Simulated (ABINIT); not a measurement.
## SrCl2 (Fm-3m): G0W0 with and without spin-orbit coupling

Wanted: the effect of spin-orbit coupling on the quasiparticle gap of SrCl2 (Fm-3m).

Program: ABINIT 10.8.3. Level of theory: PBE and many-body steps on it, plane waves. Results are calculated unless marked as measured.

### 1. Starting point

Symmetry: Fm-3m, No. 225, cubic system. Conventional cell: a = 6.977 Å, b = 6.977 Å, c = 6.977 Å, α = 90.00°, β = 90.00°, γ = 90.00°. Nearest to Sr lie 8 Cl at 3.02 Å. Nearest to Cl lie 4 Sr at 3.02 Å. Farther neighbours and most contacts between anions are not listed.

The cell and positions come from the Crystallography Open Database and are kept as given unless a step says otherwise.

### 2. Empty states on the mesh, 2×2×2 mesh, 57 bands

This step: ABINIT 10.8.3; DFT, PBE, plane waves, norm-conserving pseudopotentials.

The sums over transitions need many empty states on a uniform mesh; this step solves for them.

Contents of run.abi:

```
acell 3*1.0 Angstrom
rprim 
  -0.000000000000 3.488350000000 3.488350000000
  3.488350000000 -0.000000000000 3.488350000000
  3.488350000000 3.488350000000 -0.000000000000
ntypat 2
znucl 38 17
natom 3
typat 1 2 2
xred 
  0.000000000000 0.000000000000 0.000000000000
  0.250000000000 0.250000000000 0.250000000000
  0.750000000000 0.750000000000 0.750000000000
pp_dirpath "pseudos"
pseudos "Sr.upf, Cl.upf"
ecut 28
ngkpt 2 2 2
nshiftk 1
shiftk 0 0 0
kptopt 1
chksymbreak 0
iscf -2
irdden 1
istwfk *1
nband 57
nbdbuf 4
tolwfr 1e-09
nstep 60
prtvol 0
indata_prefix "in"
outdata_prefix "out"
tmpdata_prefix "tmp"
```

Started as:

```console
OMP_NUM_THREADS=1 mpirun -n 4 abinit run.abi > log
```

Numbers of over 12 decimals in the logs are rounded to 6 here.

Output:

```text
.Version 10.8.3 of ABINIT. v10.8.2 released Aug 2026.

 Symmetries : space group Fm -3 m (#225); Bravais cF (face-center cubic)
[... echo of the input left out ...]
== DATASET  1 ==================================================================
-   mpi_nproc: 4, omp_nthreads: 1 (-1 if OMP is not activated)
-    --> not optimal distribution: autoparal keyword recommended in input file <--

--- !DatasetInfo
iteration_state: {dtset: 1, }
dimensions: {natom: 3, nkpt: 3, mband: 57, nsppol: 1, nspinor: 1, nspden: 1, mpw: 4088, }
cutoff_energies: {ecut:  28.0, pawecutdg:  -1.0, }
[...]
0.91860    0.91860    0.98057    0.98057    0.99987    1.14419    1.14419    1.14419
   1.18361    1.18361    1.18361    1.19941    1.19941    1.19941    1.20145    1.21792
   1.21792
 prteigrs : prtvol=0 or 1, do not print more k-points.

== END DATASET(S) ==============================================================
================================================================================

 -outvars: echo values of variables after computation  --------
            nband          57
             nkpt           3
          spgroup         225
 [... the other variables as echoed above ...]

 Calculation completed.
```

Elapsed: 6.8 s, on 4 MPI ranks of Arm Neoverse V2, shared host; peak memory 0.28 GiB; 27 s of CPU time.

Numbers from this step:

```
gap                                                           : 5.343 eV
k of the valence top                                          : 0.5, 0.5, 0
k of the conduction bottom                                    : 0, 0, 0
least direct gap                                              : 5.512 eV
k points computed                                             : 3
lowest point of the top converged band, above the valence top : 30.97 eV
```

On this mesh the gap is 5.343 eV.

The density comes from a self-consistent run that is not shown.

### 3. Screening, 2×2×2 mesh, 53 bands, screening to 98 eV

The RPA dielectric matrix is built and inverted for each q.

This step: RPA screening on PBE, plane waves, norm-conserving pseudopotentials.

Changes to run.abi since step 2:

```diff
@@ -21,10 +21,11 @@
 chksymbreak 0
-iscf -2
-irdden 1
 istwfk *1
-nband 57
-nbdbuf 4
-tolwfr 1e-09
-nstep 60
-prtvol 0
+occopt 1
+irdwfk 1
+optdriver 3
+nband 53
+ecuteps 3.6
+inclvkb 0
+awtr 1
+symchi 1
 indata_prefix "in"
```

Output:

```text
.Version 10.8.3 of ABINIT. v10.8.2 released Aug 2026.

 Symmetries : space group Fm -3 m (#225); Bravais cF (face-center cubic)
[... echo of the input left out ...]
== DATASET  1 ==================================================================
-   mpi_nproc: 4, omp_nthreads: 1 (-1 if OMP is not activated)

--- !DatasetInfo
iteration_state: {dtset: 1, }
dimensions: {natom: 3, nkpt: 3, mband: 53, nsppol: 1, nspinor: 1, nspden: 1, mpw: 4088, }
cutoff_energies: {ecut:  28.0, pawecutdg:  -1.0, }
electrons: {nelect:   2.40000000E+01, charge:   0.00000000E+00, occopt:   1.00000000E+00, tsmear:   1.00000000E-02, }

 SCREENING: Calculation of the susceptibility and dielectric matrices

 Based on a program developped by R.W. Godby, V. Olevano, G. Onida, and L. Reining.
 Incorporated in ABINIT by V. Olevano, G.-M. Rignanese, and M. Torrent.
.Using double precision arithmetic ; gwpc =  8

[... cell and pseudopotentials left out ...]
--------------------------------------------------------------------------------

 ==== K-mesh for the wavefunctions ====
 Number of points in the irreducible wedge :     3
[... list of points left out ...]
 Together with 48 symmetry operations and time-reversal symmetry
 yields     8 points in the full Brillouin Zone.

 ==== Q-mesh for the screening function ====
 Number of points in the irreducible wedge :     3
[... list of points left out ...]
 Together with 48 symmetry operations and time-reversal symmetry
 yields     8 points in the full Brillouin Zone.

 setmesh: FFT mesh size selected  =    30x   30x   30
          total number of points  =        27000

 vcoul_init : cutoff-mode = AUXILIARY_FUNCTION
 q-points for optical limit:   1
     1)      0.000010    0.000020    0.000030

- screening: taking advantage of time-reversal symmetry
- Maximum band index for partially occupied states nbvw = 12
- Remaining bands to be divided among processors   nbcw = 41
- Number of bands treated by each node ~10

 Number of electrons calculated from density =   24.0000; Expected =   24.0000
 average of density, n =  0.041891
 r_s =    1.7862
 omega_plasma =   19.7432 [eV]

 calculating chi0 at frequencies [eV] :
  1    0.000000E+00    0.000000E+00
  2    0.000000E+00    1.974321E+01

--------------------------------------------------------------------------------
  q-point number  1        q = ( 0.000000, 0.000000, 0.000000) [r.l.u.]
--------------------------------------------------------------------------------
[... chi0 elements left out ...]
 For q-point:  0.000010 0.000020 0.000030
  dielectric constant =   3.1562
  dielectric constant without local fields =   3.8170

  Average fulfillment of the sum rule on Im[epsilon] for q-point    1 :     53.84  [%]
[... wings left out ...]
  q-point number  2        q = ( 0.500000, 0.000000, 0.000000) [r.l.u.]
--------------------------------------------------------------------------------
[... chi0 elements left out ...]
  Average fulfillment of the sum rule on Im[epsilon] for q-point    2 :     64.87  [%]

 [... 1 further q-points ...]
```

It took 2.4 s on 4 MPI ranks; peak memory 0.13 GiB.

This step gave:

```
ε∞ with local fields, on this mesh, along the program's q direction : 3.156
the same without local fields                                       : 3.817
plasma frequency                                                    : 19.74 eV
plane waves in the screening matrix                                 : 169
```

Local fields lower ε∞ by 17 %. On a Γ-centred mesh this coarse the value itself is usually too large, while a short band sum pulls it down.

### 4. Scalar-relativistic

The self-energy is evaluated for the states that the input lists, and the levels follow from it, in one-shot runs by the linearised quasiparticle equation.

This step: G0W0 on PBE, plane waves, norm-conserving pseudopotentials.

Changes to run.abi since step 3:

```diff
@@ -24,8 +24,17 @@
 irdwfk 1
-optdriver 3
+optdriver 4
 nband 53
+gwcalctyp 0
+ecutsigx 28
+symsigma 1
+nkptgw 2
+kptgw 
+  0.5000000000 0.5000000000 0.0000000000
+  0.0000000000 0.0000000000 0.0000000000
+bdgw 
+  10 14
+  10 15
 ecuteps 3.6
-inclvkb 0
-awtr 1
-symchi 1
+irdscr 1
+ppmodel 1
 indata_prefix "in"
```

Output:

```text
.Version 10.8.3 of ABINIT. v10.8.2 released Aug 2026.

 Symmetries : space group Fm -3 m (#225); Bravais cF (face-center cubic)
[... echo of the input left out ...]
== DATASET  1 ==================================================================
-   mpi_nproc: 4, omp_nthreads: 1 (-1 if OMP is not activated)

--- !DatasetInfo
iteration_state: {dtset: 1, }
dimensions: {natom: 3, nkpt: 3, mband: 53, nsppol: 1, nspinor: 1, nspden: 1, mpw: 4088, }
cutoff_energies: {ecut:  28.0, pawecutdg:  -1.0, }
electrons: {nelect:   2.40000000E+01, charge:   0.00000000E+00, occopt:   1.00000000E+00, tsmear:   1.00000000E-02, }

 SIGMA: Calculation of the GW corrections

 Based on a program developped by R.W. Godby, V. Olevano, G. Onida, and L. Reining.
 Incorporated in ABINIT by V. Olevano, G.-M. Rignanese, and M. Torrent.
.Using double precision arithmetic ; gwpc =  8

[... cell and pseudopotentials left out ...]
--------------------------------------------------------------------------------

 ==== K-mesh for the wavefunctions ====
 Number of points in the irreducible wedge :     3
[... list of points left out ...]
 Together with 48 symmetry operations and time-reversal symmetry
 yields     8 points in the full Brillouin Zone.

 ==== Q-mesh for screening function ====
 Number of points in the irreducible wedge :     3
[... list of points left out ...]
 Together with 48 symmetry operations and time-reversal symmetry
 yields     8 points in the full Brillouin Zone.

 vcoul_init : cutoff-mode = AUXILIARY_FUNCTION
 q-points for optical limit:   1
     1)      0.000010    0.000020    0.000030
 setmesh: FFT mesh size selected  =    45x   45x   45
          total number of points  =        91125

 Number of electrons calculated from density =   24.0000; Expected =   24.0000
 average of density, n =  0.041891
 r_s =    1.7862
 omega_plasma =   19.7432 [eV]

 === KS Band Gaps ===
  >>>> For spin  1
   Minimum direct gap =   5.5119 [eV], located at k-point      :   0.5000  0.5000  0.0000
   Fundamental gap    =   5.3429 [eV], Top of valence bands at :   0.5000  0.5000  0.0000
                                       Bottom of conduction at :   0.0000  0.0000  0.0000
 SIGMA fundamental parameters:
 PLASMON POLE MODEL  1
 number of plane-waves for SigmaX                 4015
 number of plane-waves for SigmaC and W            169
 number of plane-waves for wavefunctions          4015
 number of bands                                    53
 number of independent spin polarizations            1
 number of spinorial components                      1
 number of k-points in IBZ                           3
 number of q-points in IBZ                           3
 number of symmetry operations                      48
 number of k-points in BZ                            8
 number of q-points in BZ                            8
 number of frequencies for dSigma/dE                 9
 frequency step for dSigma/dE [eV]                0.25
 number of omega for Sigma on real axis              0
 max omega for Sigma on real axis  [eV]           0.00
 zcut for avoiding poles [eV]                     0.10

 EPSILON^-1 parameters (SCR file):
 dimension of the eps^-1 matrix on file            169
 dimension of the eps^-1 matrix used               169
 number of plane-waves for wavefunctions          4015
 number of bands                                    53
 number of q-points in IBZ                           3
 number of frequencies                               2
 number of real frequencies                          1
 number of imag frequencies                          1

 matrix elements of self-energy operator (all in [eV])

 Perturbative Calculation

--- !SelfEnergy_ee
iteration_state: {dtset: 1, }
kpoint     : [   0.500,    0.500,    0.000, ]
spin       : 1
KS_gap     :    5.512
QP_gap     :    7.734
Delta_QP_KS:    2.222
data: !SigmaeeData |
     Band     E0 <VxcDFT>   SigX SigC(E0)      Z dSigC/dE  Sig(E)    E-E0       E
       10   1.271 -14.390 -18.136   2.710   0.816  -0.226 -15.235  -0.845   0.427
       11   1.271 -14.390 -18.136   2.710   0.816  -0.226 -15.235  -0.845   0.427
       12   1.668 -14.805 -18.519   2.728   0.816  -0.226 -15.609  -0.804   0.864
       13   7.179  -8.452  -4.054  -2.763   0.867  -0.154  -7.034   1.418   8.597
       14   8.722 -11.003  -5.545  -2.940   0.859  -0.164  -8.840   2.163  10.885

--- !SelfEnergy_ee
iteration_state: {dtset: 1, }
kpoint     : [   0.000,    0.000,    0.000, ]
spin       : 1
KS_gap     :    5.677
QP_gap     :    7.547
Delta_QP_KS:    1.870
data: !SigmaeeData |
     Band     E0 <VxcDFT>   SigX SigC(E0)      Z dSigC/dE  Sig(E)    E-E0       E
       10   1.333 -14.472 -18.305   2.757   0.816  -0.226 -15.350  -0.877   0.456
       11   1.333 -14.472 -18.305   2.757   0.816  -0.226 -15.350  -0.877   0.456
       12   1.333 -14.472 -18.305   2.757   0.816  -0.226 -15.350  -0.877   0.456
       13   7.010  -7.720  -3.616  -2.959   0.867  -0.154  -6.727   0.993   8.003
       14   7.776  -9.730  -4.691  -2.853   0.863  -0.159  -7.843   1.887   9.662
       15   7.776  -9.730  -4.691  -2.853   0.863  -0.159  -7.843   1.887   9.662

== END DATASET(S) ==============================================================
================================================================================

 -outvars: echo values of variables after computation  --------
           etotal      0.0000000000E+00
            nband          53
             nkpt           3
          spgroup         225
 [... the other variables as echoed above ...]

 Calculation completed.
```

Elapsed: 3 s, on 4 MPI ranks; peak memory 0.16 GiB; 12 s of CPU time.

Numbers from this step:

```
G0W0 gap on the points computed              : 7.139 eV
starting gap on the mesh                     : 5.343 eV
k of the valence top                         : 0.5, 0.5, 0
k of the conduction bottom                   : 0, 0, 0
Z at the valence top                         : 0.816
Z at the conduction bottom                   : 0.867
least direct G0W0 gap on the computed points : 7.547 eV
```

The gap on the mesh goes from 5.34 eV to 7.14 eV, a correction of +1.80 eV.

### 5. Empty states on the mesh, 2×2×2 mesh, 116 bands

This step: DFT, PBE with spin-orbit coupling, plane waves, norm-conserving pseudopotentials.

Changes to run.abi since step 4:

```diff
@@ -16,2 +16,3 @@
 ecut 28
+nspinor 2
 ngkpt 2 2 2
@@ -21,20 +22,10 @@
 chksymbreak 0
+iscf -2
+irdden 1
 istwfk *1
-occopt 1
-irdwfk 1
-optdriver 4
-nband 53
-gwcalctyp 0
-ecutsigx 28
-symsigma 1
-nkptgw 2
-kptgw 
-  0.5000000000 0.5000000000 0.0000000000
-  0.0000000000 0.0000000000 0.0000000000
-bdgw 
-  10 14
-  10 15
-ecuteps 3.6
-irdscr 1
-ppmodel 1
+nband 116
+nbdbuf 10
+tolwfr 1e-09
+nstep 60
+prtvol 0
 indata_prefix "in"
```

Output:

```text
.Version 10.8.3 of ABINIT. v10.8.2 released Aug 2026.

 Symmetries : space group Fm -3 m (#225); Bravais cF (face-center cubic)
[... echo of the input left out ...]
== DATASET  1 ==================================================================
-   mpi_nproc: 4, omp_nthreads: 1 (-1 if OMP is not activated)
-    --> not optimal distribution: autoparal keyword recommended in input file <--

--- !DatasetInfo
iteration_state: {dtset: 1, }
dimensions: {natom: 3, nkpt: 3, mband: 116, nsppol: 1, nspinor: 2, nspden: 1, mpw: 4088, }
cutoff_energies: {ecut:  28.0, pawecutdg:  -1.0, }
[...]
1.18359    1.18359    1.18359    1.18359    1.18359    1.18359    1.19939    1.19939
   1.19939    1.19939    1.19939    1.19939    1.20144    1.20144    1.21786    1.21786
   1.21794    1.21794    1.21794    1.21794
 prteigrs : prtvol=0 or 1, do not print more k-points.

== END DATASET(S) ==============================================================
================================================================================

 -outvars: echo values of variables after computation  --------
            nband         116
             nkpt           3
          spgroup         225
 [... the other variables as echoed above ...]

 Calculation completed.
```

The job ended after 36 s (4 MPI ranks; peak memory 0.35 GiB).

Numbers from this step:

| Quantity | Value |
| --- | --- |
| gap | 5.342 eV |
| k of the valence top | 0.5, 0.5, 0 |
| k of the conduction bottom | 0, 0, 0 |
| least direct gap | 5.510 eV |
| k points computed | 3 |
| lowest point of the top converged band, above the valence top | 30.97 eV |

On this mesh the gap is 5.342 eV.

The density comes from a self-consistent run that is not shown, made with spin-orbit coupling and fully relativistic files.

(Part 1 of 2 ends here.)

[Paths, hosts, dates, memory and timing lines, banners, echoed tables and standing remarks are left out of the program output.]

[Logs are printed without paths, hosts, clocks, repeated set-up lines and the standing remarks that a program may print on its own settings, such as how far it seeks lower states.]

[Runs of the session that timed out or met a known fault of the program may be left out.]

[No measured gap is set beside runs whose start may be inverted or whose files or cutoffs have a known fault.]

[Hosts, paths, dates, database ids (printed as entryN), source tags and the programs' standing remarks are cut or masked in the printed files.]

[G0W0 gaps are taken among the corrected bands and points alone; a level outside them can change the order at an edge.]

[Where Ansatz stands beside ABINIT at settings called matched, ABINIT's density can come from a denser mesh and the files from another edition; pairs whose starting gaps differed by over 0.03 eV were left out, so agreement reads better than it is.]
